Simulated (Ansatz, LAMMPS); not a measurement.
**Liquid 70B2O3-30CaO (mol %) at 2400 K (299 atoms): a single point**

Wanted: forces, charges and levels of liquid 70B2O3-30CaO (mol %) at 2400 K (299 atoms).

Main program and level: Ansatz 0.2.0; Kohn-Sham DFT, r2SCAN, PAW (set soft_2), plane waves.

## (1) Starting point

The cell holds 299 atoms: 102 B, 22 Ca and 175 O. Cell: a = 15.669 Å, b = 15.669 Å, c = 15.669 Å, α = 90.0°, β = 90.0°, γ = 90.0°. 299 atoms (102 B, 22 Ca, 175 O) placed at random at 2.2 g/cm³, melted at 3000 K for 20 ps at fixed volume with the Buckingham and Coulomb pair potential of Guillot and Sator (Geochim. Cosmochim. Acta 71, 1249 (2007)) with the boron terms of Wang et al. (J. Non-Cryst. Solids 498, 294 (2018)). Snapshot at the end of a hold of 10 ps at 2400 K and zero pressure.

Before any run, some limits are plain. The network of bonds at the start is that of the classical potential that made the cell, and needn't be the one that DFT or experiment would give. Only the Γ point is sampled, in a cell whose shortest periodic width is 16 Å.

## (2) How the cell was made

A classical potential makes the cell, at a small fraction of what the same run would cost in DFT.

This step: classical MD, Buckingham and Coulomb pair potential of Guillot and Sator (Geochim. Cosmochim. Acta 71, 1249 (2007)) with the boron terms of Wang et al. (J. Non-Cryst. Solids 498, 294 (2018)) (LAMMPS 22 Jul 2025 - Update 4).

in.lmp

```
# melt-quench of B102Ca22O175
units metal
atom_style charge
boundary p p p
region box block 0 15.3465 0 15.3465 0 15.3465
create_box 3 box
mass 1 10.8100   # B
mass 2 40.0780   # Ca
mass 3 15.9990   # O
create_atoms 1 random 102 393795 NULL overlap 1.5 maxtry 2000
create_atoms 2 random 22 393802 NULL overlap 1.5 maxtry 2000
create_atoms 3 random 175 393809 NULL overlap 1.5 maxtry 2000
pair_style buck/coul/long 9.0
pair_coeff * * 0.0 1.0 0.0
pair_coeff 1 3 206941.81 0.124 35.0018   # B-O
pair_coeff 2 3 155667.70 0.178 42.2597   # Ca-O
pair_coeff 3 3 9022.79 0.265 85.0921   # O-O
pair_coeff 1 1 484.40 0.35 0.0   # B-B
set type 1 charge 1.4175
set type 2 charge 0.945
set type 3 charge -0.945
kspace_style pppm 1.0e-4
neigh_modify delay 0 every 1 check yes
thermo_style custom step time temp pe press density
thermo_modify norm yes
timestep 0.001
thermo 100
min_style cg
minimize 1e-4 1e-4 200 2000
reset_timestep 0
velocity all create 3000 393796 mom yes dist gaussian
fix lim all nve/limit 0.05
fix lan all langevin 3000 3000 0.1 393797 zero yes
thermo 500
# [... 15 lines left out ...]
compute msd all msd com yes
thermo 2500
fix md all npt temp 2400 2400 0.1 iso 0 0 1
run 10000 post no
print "== T2400: mean square displacement over the hold $(c_msd[4]:%.2f) A^2"
unfix md
uncompute msd
write_dump all custom T2400.dump id type xs ys zs modify sort id
```

Run with:

```
$ lmp -in in.lmp -log none -nocite
```

Numbers of over 12 decimals in the logs are rounded to 6 here.

The program printed:

```text
LAMMPS (22 Jul 2025 - Update 4)
Created orthogonal box = (0 0 0) to (15.3465 15.3465 15.3465)
Created 102 atoms
Created 22 atoms
Created 175 atoms
PPPM initialization ...
  G vector (1/distance) = 0.32102683
  grid = 12 12 12
  estimated relative force accuracy = 8.171059e-05
   Step          Time           Temp          PotEng         Press         Density
         0   0              0              1.6555562      1450706.6      2.1979956
       100   0.1            0             -10.649684     -6539.1853      2.1979956
       109   0.109          0             -10.671085     -9903.3581      2.1979956
Loop time of 0.274685 s on 1 MPI rank(s) for 109 steps with 299 atoms
Minimization stats:
  Stopping criterion = energy tolerance
  Energy initial, next-to-last, final =
      1.65555618126344  -10.6700339580429  -10.6710847184131
  Force two-norm initial, final = 808.48449 11.880017
  Iterations, force evaluations = 109 168
   Step          Time           Temp          PotEng         Press         Density
         0   0              3000          -10.671085      24246.84       2.1979956
       500   0.5            2830.4513     -10.390102     -425.77369      2.1979956
      1000   1              2948.8872     -10.42156       30910.063      2.1979956
Loop time of 1.19971 s on 1 MPI rank(s) for 1000 steps with 299 atoms
   Step          Time           Temp          PotEng         Press         Density
      1000   1              2948.8872     -10.42156       30910.063      2.1979956
      3333   3.333          3356.9893     -10.425952      28128.74       2.1979956
      6666   6.666          2986.5208     -10.439816      43650.022      2.1979956
      9999   9.999          2942.4035     -10.431705      4007.3963      2.1979956
     13332   13.332         3100.7528     -10.426412      25065.372      2.1979956
     16665   16.665         2836.3082     -10.440092      42076.74       2.1979956
[... 2 lines left out ...]
Loop time of 23.5301 s on 1 MPI rank(s) for 20000 steps with 299 atoms
   Step          Time           Temp          PotEng         Press         Density
[... 5 lines left out ...]
Loop time of 11.6354 s on 1 MPI rank(s) for 10000 steps with 299 atoms
   Step          Time           Temp          PotEng         Press         Density
[... 4 lines left out ...]
Loop time of 12.4789 s on 1 MPI rank(s) for 10000 steps with 299 atoms
   Step          Time           Temp          PotEng         Press         Density
[... 2 lines left out ...]
     45000   45             2395.4614     -10.535141      6569.1184      2.0866296
     47500   47.5           2431.0342     -10.493997     -27584.973      2.0594113
     50000   50             2495.8366     -10.523742     -8740.2664      2.0164
     51000   51             2656.2671     -10.502859      2298.6275      2.0649438
Loop time of 12.3458 s on 1 MPI rank(s) for 10000 steps with 299 atoms
== T2400: mean square displacement over the hold 11.94 A^2
```

The job ended after 62 s (1 thread of Arm Neoverse V2, shared host; peak memory 0.083 GiB).

## (3) Plane-wave single point

One self-consistent run at the given positions yields energy and forces.

input.yaml

```yaml
crystal:
  lattice:
    - [15.66927, 0.0, 0.0]
    - [0.0, 15.66927, 0.0]
    - [0.0, 0.0, 15.66927]
  atoms:
    - { symbol: B, position: [0.43348, 0.49993, 0.6913] }
    - { symbol: B, position: [0.33367, 0.11656, 0.94039] }
    - { symbol: B, position: [0.91858, 0.7941, 0.28645] }
    - { symbol: B, position: [0.4974, 0.70499, 0.91676] }
    - { symbol: B, position: [0.16582, 0.52783, 0.57447] }
    - { symbol: B, position: [0.89459, 0.47287, 0.67357] }
    - { symbol: B, position: [0.1206, 0.39768, 0.6563] }
    - { symbol: B, position: [0.49684, 0.01764, 0.45886] }
    - { symbol: B, position: [0.52541, 0.9658, 0.69848] }
    - { symbol: B, position: [0.54975, 0.3575, 0.62955] }
    - { symbol: B, position: [0.23364, 0.76082, 0.8885] }
    - { symbol: B, position: [0.63638, 0.94808, 0.18082] }
    - { symbol: B, position: [0.51248, 0.62593, 0.7685] }
    - { symbol: B, position: [0.10297, 0.26932, 0.52226] }
    - { symbol: B, position: [0.36198, 0.36574, 0.35496] }
    - { symbol: B, position: [0.49507, 0.7863, 0.25371] }
    - { symbol: B, position: [0.76158, 0.08543, 0.04943] }
    - { symbol: B, position: [0.10812, 0.30109, 0.80599] }
    - { symbol: B, position: [0.4156, 0.50601, 0.27673] }
    - { symbol: B, position: [0.08448, 0.70525, 0.07922] }
    - { symbol: B, position: [0.23794, 0.29974, 0.91555] }
    - { symbol: B, position: [0.87409, 0.72989, 0.90666] }
    - { symbol: B, position: [0.47951, 0.32535, 0.46548] }
    - { symbol: B, position: [0.52292, 0.63108, 0.07842] }
    - { symbol: B, position: [0.57978, 0.94075, 0.00919] }
    - { symbol: B, position: [0.89815, 0.10327, 0.7823] }
    - { symbol: B, position: [0.0994, 0.86655, 0.15234] }
    - { symbol: B, position: [0.94672, 0.22635, 0.50763] }
    - { symbol: B, position: [0.86262, 0.59889, 0.54935] }
    - { symbol: B, position: [0.24521, 0.55614, 0.26682] }
    - { symbol: B, position: [0.437, 0.59762, 0.48553] }
    - { symbol: B, position: [0.51438, 0.32155, 0.81811] }
    [... 261 atom lines left out ...]
    - { symbol: O, position: [0.88372, 0.14629, 0.31834] }
    - { symbol: O, position: [0.48759, 0.25142, 0.41896] }
    - { symbol: O, position: [0.09026, 0.66946, 0.2691] }
    - { symbol: O, position: [0.34718, 0.50389, 0.67156] }
    - { symbol: O, position: [0.83172, 0.59054, 0.45704] }
    - { symbol: O, position: [0.45121, 0.27411, 0.75481] }
kpoints:
  mp_grid: { grid: [1, 1, 1] }
hamiltonian:
  xc: r2scan
scf:
  occupations: { method: fermi_dirac, width: 0.207 }
output:
  forces: true
  stress: true
  populations: true
  dos:
    method: { smearing: { sigma: 0.1 } }
    de: 0.1
    projected: { site_lists: { B: [B], Ca: [Ca], O: [O] } }
  eigenvalues: true
  write_density: true
  write_potential: true
  volumetric_format: npy
```

Run with:

```
$ ansatz run input.yaml --threads 8 --pin off --max-ram 15872MiB --backend cpu --events-out ev --progress --plain --runs-dir out
```

The program printed:

```text
band count auto-derived: 1133 (N_el = 1576.0; filled up to band 788; 1087 by the electrons, moments and atoms)
Engine: ansatz 0.2.0, aarch64-unknown-linux-gnu
Pseudopotentials: kind: paw
Pseudopotential: B, paw, valence charge 3, recommended cutoff 500 eV (meta_gga), B.paw.azcp
Pseudopotential: Ca, paw, valence charge 10, recommended cutoff 500 eV (meta_gga), Ca.paw.azcp
Pseudopotential: O, paw, valence charge 6, recommended cutoff 500 eV (meta_gga), O.paw.azcp
Functional definition: r2SCAN
  parameter k0 = 0.174
  parameter k1 = 0.065
  parameter a1 = 4.9479
  exchange = r2scan_x(k0 = k0, k1 = k1, a1 = a1)
  correlation = r2scan_c
Crystal: 299 atoms, lattice volume = 3847.214 Å³
Basis set: ecut = 500 eV, 97569 PW (Γ), exchange–correlation on 480×480×480 points (64 copies of the dense FFT grid, shifted against one another)
Bands: 1133, of which v1, the nominal top of the filled ones, is band 788 counted from 1 (787 counted from 0)
Symmetry: 1 space group operations
Space group: P1 (ITA 1), of the structure as read, at distance tolerance 1.6e-4 Å
k-points: 1
Non-local potential: B, projectors of the file, l = 0: 2, l = 1: 2, l = 2: 1
Non-local potential: Ca, projectors of the file, l = 0: 3, l = 1: 2, l = 2: 2
Non-local potential: O, projectors of the file, l = 0: 2, l = 1: 2, l = 2: 1
PAW form: soft (Blöchl's): semilocal exchange-correlation on the pseudo side does not see the compensation charge
PAW frozen core: B, regenerated for the run's functional (the file was generated under x = pbe(κ = 0.804, μ = 0.219515), c = pbe(β = 0.066725))
[...]
E_aug_tail   = 0.184830  (compensation charges beyond the density's cutoff)
  E_vtau       = 1720.439695  (kinetic-family band-sum trace: ∫τ·v_τ [+ j·A + Jᵃ·Aᵃ] dr)
  E_ewald      = -57079.510351
  E_core_change = -12.325386  (= ΣΔE_core)
  E_smearing   = -0.703005  (= −TS)
  E_closure    = 0.000000  (closes the sum)
  Σ components = -155754.207355   (vs F -155754.207355, Δ=0.00e0)
--- Forces (eV/Å), atoms counted from 1 ---
  atom   1  B      1.05554251    -1.25714296    -1.46616045
  atom   2  B      0.07568306    -0.38034967     1.60693148
  atom   3  B      5.79758183    -0.30669047     0.52723825
  atom   4  B     -1.81464672     0.75938857     1.59482005
  atom   5  B     -1.73059778     0.55401845     0.12828496
  atom   6  B      3.40780851     2.58963578    -3.18248617
  atom   7  B     -0.57778276    -3.80023020    -1.89822325
  atom   8  B      0.18119773     2.70438081     1.07180658
[...]
atom  13  B     -1.87833915     3.13297920    -2.42669063
  atom  14  B      5.55685370     0.28920378     2.00983329
[...]
atom 298  O      0.71084720    -0.01879279     1.30575096
  atom 299  O      3.78551733     0.70826937     2.01765142
  max |Σ_I F_I| component: 3.02e-4 eV/Å
--- Stress (GPa, compression-positive) ---
      -12.773832      -0.095869      -1.832078
       -0.095868     -12.778280      -0.315349
       -1.832082      -0.315351     -11.939506
  P = ⅓ Tr σ = -12.4972 GPa (-124.972 kbar)
--- Band table (eV) ---
  k-point 0: bands = ["-41.4986", "-40.8481", "-40.6024", "-40.1812", [... 1117 levels ...], "13.1473", "13.1679", "13.1881", "13.2219", "13.2457", "13.2490", "13.2670", "13.2804", "13.3210", "13.3277", "13.3647", "13.3967"]
--- Löwdin populations: 299 sites ---
  site symbol       q [e]
     0      B      2.3562
     1      B      2.2611
     2      B      2.3918
[...]
298      O      6.5427
  spilling = 0.009928 (of n_electrons = 1576.000000)
[key lines of the parts left out:]
SCF converged after 15 iterations
Free energy (F): -155754.207355 eV
Fermi energy:    4.458978 eV
```

Run time: 5.2 min. Hardware: 8 threads of Arm Neoverse V2, shared host; peak memory 14 GiB; 41 min of CPU time.

In the SCF lines HF is the Harris–Foulkes energy and dr2 the Hartree energy of the density residual, in eV; the loop may stop once dr2 is under the threshold and the program's other checks hold. Hψ counts applications of the Hamiltonian.

The program notes that it cut back its work space to fit the memory limit and the exchange-correlation potential is rough where the density is thin.

Read from the output:

| Quantity | Value |
| --- | --- |
| free energy | -155754.2074 eV |
| free energy per atom | -520.9171 eV/atom |
| SCF cycles | 15 |
| pressure | -12.5 GPa |
| r.m.s. force component | 1.956 eV/Å |
| longest force | 8.987 eV/Å |
| Fermi energy | 4.459 eV |
| levels partly filled by over 2 per cent | 6 |
| spilling of the projection | 0.009928 |

Length of the force by element:

```tsv
element	coordination	atoms	mean length of the force (eV/Å)	spread	least	most
B	all	102	3.90	1.67	0.681	8.99
Ca	all	22	1.39	0.638	0.487	3.20
O	all	175	2.62	1.40	0.274	7.31
```

Löwdin charges by element (they lack the spilled electrons, 0.052 e an atom on average):

```tsv
element	coordination	atoms	mean charge (e)	spread	least	most
B	all	102	0.668	0.0653	0.459	0.784
Ca	all	22	1.81	0.0219	1.78	1.87
O	all	175	-0.528	0.132	-0.940	-0.369
```

States in the cell by windows of 1 eV, zero at the Fermi level; the larger projections on atomic orbitals stand beside the total:

```tsv
from (eV)	to (eV)	total	O p	B p
-18	-17	3.2	0.1	0.5
-17	-16	2.0	0.0	0.2
-16	-15	0.0	0.0	0.0
-15	-14	2.2	1.5	0.1
-14	-13	12.5	8.8	0.9
-13	-12	36.9	26.0	3.2
-12	-11	52.0	36.1	7.5
-11	-10	69.0	47.5	14.7
-10	-9	57.1	39.1	14.0
-9	-8	68.9	48.3	16.5
-8	-7	86.0	64.2	16.2
-7	-6	109.6	88.1	14.4
-6	-5	137.5	118.0	12.0
-5	-4	147.5	133.6	8.0
-4	-3	120.0	111.4	4.4
-3	-2	92.6	86.9	2.7
-2	-1	47.8	45.0	1.3
-1	0	10.2	9.6	0.3
0	1	4.4	0.7	1.5
1	2	27.0	2.5	6.0
2	3	70.8	6.3	18.5
3	4	107.5	10.0	30.7
4	5	117.8	10.3	31.0
```

Between -26 and -18 eV lie 470 more states.

The levels nearest the highest filled one (over half full), pooled over k-points and spins:

```tsv
level less the highest filled one (eV)	occupation
-0.592	1.99
-0.444	1.98
-0.287	1.95
-0.265	1.95
-0.153	1.91
0	1.81
0.815	0.321
1.08	0.102
1.52	0.013
1.78	0.004
1.82	0.003
1.92	0.002
```

Valence density in the bc plane at fractional x = 0.103, with atoms of B and Ca and O within 0.2 Å of it. It is the smooth field of the valence electrons, not physical close to the nuclei.

Ten steps, logarithmic in the rise over the least value, from '0' (0.0 e/Å³) to '9' (6.1 e/Å³), each cell a mean:
```
111124432125664211000000000000000000000001111
455532111101224554210000000000000000000123433
689864223332235775310000000000000001111235545
578864457886445654210000000000000012221123334
233333458997545542100000000000000012221111111
000111234554357875310000000000000124554210000
000000001111246886421100000000000236897420000
122211000000013455443221000000011135786321111
234431111111112455443322122322122222332223322
223221112333236898532222357874211111112367753
101000112344456898521112468985311110012478853
000000012345444454210011235653235542111345531
000000001234554211000000001111368984211111110
211000000123454210000000000001358874210001122
642100000011222110122210000000123331100002467
863210001111100002578741000112221110000002478
544332112222100013799962101247875211110001245
234554333332100001467641000258986311111000112
113443457774200011233210000135653211112222211
101112357985310025786421000001112356554444432
100001234553200136998531000001223579865444432
000123432212221124665320000012444566643222211
001358874336775211111100000013444332210000000
001368985358997310101000000011222110000000000
```
Columns run along b (15.7 Å), rows up along c (15.7 Å). Atoms in or near the plane, at fractional coordinates: B at (0.27, 0.52), B at (0.30, 0.81), B at (0.87, 0.15), Ca at (0.44, 0.30), O at (0.13, 0.03), O at (0.73, 0.45), O at (0.21, 0.81), O at (0.35, 0.57), O at (0.42, 0.14), O at (0.60, 0.56), O at (0.05, 0.87), O at (0.67, 0.27).

Electrostatic potential energy in the bc plane at fractional x = 0.103, with atoms of B and Ca and O within 0.2 Å of it. With pseudopotentials it is smooth inside the atoms' cores, unlike the true potential.

Values in eV, 13 rows by 16 columns, each cell a mean:
```
  4   8   8   4  -6   3   9   9  10  10  10  10   9   9   6  -2
-23 -17  -4   0   3  -5   7   9  10  10  10  10   9   9   3 -25
  6  -3  -9 -22 -20 -19   7   9  10  10  10   9   7   7   8   6
  9   8   9   9   7 -14  -4   6  10  10   9   8  -4 -17   8   8
  8   9   9  10  10   1 -26   0   7   7   8   8   4   4   7   5
  9  10  10   5 -12 -22  -6   6   2 -23  -5   8   9   8 -12  -2
  8   8   8   2 -19   3   9   7   7   6   9  -6   2   8   4   7
  5   6   8   9   7   8   5   3   5   8  10  -3   4   9   8   5
-10   5   8   9   9   6 -13 -26  -1   7   5   6   9   9   8  -9
  4   3  -2   2   9   6  -8 -18   1   7 -15  -8   8   8   8   7
 10   7  -4 -20   7   8  -6  -2   7   8   8   7   0 -11 -12   9
 10   9   6   5   1   5  -8  -3   8   9   3 -19 -12  -6  -4   9
  9  -1 -20  -4 -33  -8   7   9   9  10   7  -5   6   9   8   9
```
Columns run along b (15.7 Å; values clipped at the 3rd and 97th percentile), rows up along c (15.7 Å). Atoms in or near the plane, at fractional coordinates: B at (0.27, 0.52), B at (0.30, 0.81), B at (0.87, 0.15), Ca at (0.44, 0.30), O at (0.13, 0.03), O at (0.73, 0.45), O at (0.21, 0.81), O at (0.35, 0.57), O at (0.42, 0.14), O at (0.60, 0.56), O at (0.05, 0.87), O at (0.67, 0.27).

Mean Löwdin charges: B +0.67, Ca +1.81, O -0.53 e (they miss 0.99 % of the electrons, so they add up to more than the cell's charge). Just under the Fermi level the largest share is O p (98 % of the projected weight), just over it B p (37 % of the projected weight).

## (4) Local order

Bonds and neighbours are counted at the geometry of the runs.

Density 2.06 g/cm³, 12.87 Å³ an atom.

g(r), total and by pair (bins of 0.2 Å):

```tsv
r (Å)	total	O-O	O-B	O-Ca	B-B	B-Ca	Ca-Ca
1.20	0.11	0.00	0.26	0.00	0.00	0.00	0.00
1.40	4.36	0.00	10.90	0.00	0.00	0.00	0.00
1.60	0.77	0.00	1.92	0.00	0.00	0.00	0.00
1.80	0.10	0.00	0.25	0.00	0.00	0.00	0.00
2.00	0.03	0.00	0.04	0.18	0.00	0.00	0.00
2.20	0.31	0.59	0.05	0.96	0.00	0.00	0.00
2.40	1.53	3.58	0.08	2.50	0.40	0.23	0.00
2.60	1.19	1.83	0.28	1.73	2.19	0.86	0.00
2.80	0.89	0.67	0.37	1.27	2.83	1.48	0.00
3.00	0.78	0.78	0.61	1.20	0.73	1.68	0.00
3.20	0.81	0.64	0.95	0.65	0.69	1.46	1.22
3.40	1.05	0.71	1.39	1.30	0.41	1.89	1.05
3.60	1.16	0.72	1.57	0.83	0.93	1.94	0.95
3.80	1.15	0.75	1.57	0.98	0.74	1.59	1.32
4.00	0.92	0.76	1.16	0.99	0.70	0.64	0.39
4.20	0.98	1.10	0.84	1.10	1.08	0.89	0.00
4.40	1.04	1.27	0.82	1.29	1.06	0.77	1.61
4.60	1.04	1.36	0.79	1.09	1.06	0.61	0.89
4.80	1.06	1.25	0.82	0.93	1.51	0.98	1.10
5.00	0.95	1.04	0.90	0.89	1.05	0.61	0.75
5.20	0.97	0.89	1.00	0.87	1.17	0.88	1.15
5.40	0.97	0.83	1.11	0.84	0.93	1.08	1.73
5.60	1.00	1.00	1.11	0.86	0.76	0.85	1.42
5.80	1.03	0.90	1.17	1.04	0.84	1.15	0.95
6.00	0.96	0.85	1.08	0.79	0.96	1.18	0.17
6.20	1.01	1.03	1.03	0.86	0.99	0.96	0.81
6.40	0.99	1.06	0.92	1.04	0.96	0.95	0.92
6.60	1.02	1.14	0.84	1.33	1.06	1.03	1.16
```

Local excerpt of 14 atoms (numbers count through the whole input) about B94, which bears the longest force; x, y, z are measured from there.

```tsv
atom	x	y	z	distance (Å)	Löwdin charge (e)	Fx	Fy	Fz (eV/Å)
B94	0.00	0.00	0.00	0.00	0.55	-6.45	-3.03	-5.48
O132	1.04	-0.23	0.68	1.26	-0.61	2.73	2.10	3.17
O181	0.20	0.25	-1.39	1.43	-0.47	-0.93	0.55	-1.99
O180	-1.37	-0.42	0.28	1.46	-0.46	-0.22	0.54	0.04
B36	1.85	-1.52	-0.54	2.45	0.71	-0.34	-3.79	4.84
O292	0.78	-2.36	-0.55	2.54	-0.45	-3.93	-1.93	-1.02
Ca124	1.09	1.91	1.55	2.69	1.83	0.82	0.00	0.64
B53	-0.09	-0.12	-2.77	2.77	0.70	-0.62	-2.25	2.20
B27	-2.79	-0.77	0.23	2.90	0.65	0.40	2.55	-1.96
O204	-0.97	0.71	2.86	3.10	-0.48	4.57	-4.08	0.89
O171	2.55	-1.10	-1.54	3.17	-0.41	2.11	2.72	-3.78
B39	-0.61	-0.78	3.04	3.20	0.75	0.52	-0.70	-2.68
O177	-1.38	-1.83	2.40	3.32	-0.40	1.33	-0.43	2.01
O140	-0.12	-1.62	-2.93	3.35	-0.44	-0.19	-0.76	-1.69
```

## (5) Results

| Item | Value |
| --- | --- |
| free energy per atom | -520.9171 eV/atom |
| pressure | -12.5 GPa |
| r.m.s. force component | 1.956 eV/Å |
| wall time of the 1 DFT run | 5.2 min |

Levels near the Fermi energy are neither full nor empty under the smearing, so no gap is quoted.

**Limits.** The force components of 2.0 eV/Å r.m.s. come partly from thermal motion and partly from the difference between the classical potential and DFT. The classical run held zero pressure, yet DFT finds -12 GPa in this frame, which points to a density or bond lengths far off those of this functional.

[Logs are printed without paths, hosts, clocks, repeated set-up lines and the standing remarks that a program may print on its own settings, such as how far it seeks lower states.]

[Hosts, paths, dates, database ids (printed as entryN), source tags and the programs' standing remarks are cut or masked in the printed files.]
